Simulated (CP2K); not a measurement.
Consider 2-hydroxyoxazole at its PBE geometry (Å).

```xyz
9

O     2.1601   -0.5661   -0.0506
C     0.8754   -0.1780   -0.0225
N     0.3735    1.0241   -0.0457
C    -1.0065    0.7887    0.0071
C    -1.2459   -0.5462    0.0569
O    -0.0100   -1.1997    0.0400
H     2.6906    0.2525   -0.0942
H    -1.7181    1.6069    0.0079
H    -2.1191   -1.1822    0.1010
```

Method: CP2K XAS_TDP, all-electron GAPW, PBEh(45%), aug-cc-pVDZ, TDA, GW2X-corrected core level, no relativity.

**Question.** Predict the bright core excitations at the N K edge.

Leading lines: N3 401.58 eV. The leading line of an atom is its first one with 35 % of the strongest within 2.5 eV of its lowest line over the strength cut. Core ionisation energies at this level: N3 405.69 eV.

The first six lines of each atom with a strength over 0.0015:

```tsv
atom	energy (eV)	states	strength, one atom	above the computed threshold
N3 (bonded to 2 C)	401.58	1	0.0455	
	403.45	1	0.0041	
	405.07	1	0.0039	
	405.34	1	0.0021	
	405.82	1	0.0106	yes
	406.09	1	0.0029	yes
```

Lines are vertical, at one geometry, with no vibrational structure. GW2X ionisation energies and lines can be off by 1 to 2 eV either way, and a good line position may hide errors that cancel. These values hold no scalar relativity, about 0.2 eV for N 1s. Rydberg lines, and the discretised continuum above threshold, depend on the basis and the box.

[Banner, clock and machine lines of the logs are left out without a mark of their own.]

[Logs are printed without paths, hosts, clocks, repeated set-up lines and the standing remarks that a program may print on its own settings, such as how far it seeks lower states.]

[Hosts, paths, dates, database ids (printed as entryN), source tags and the programs' standing remarks are cut or masked in the printed files.]
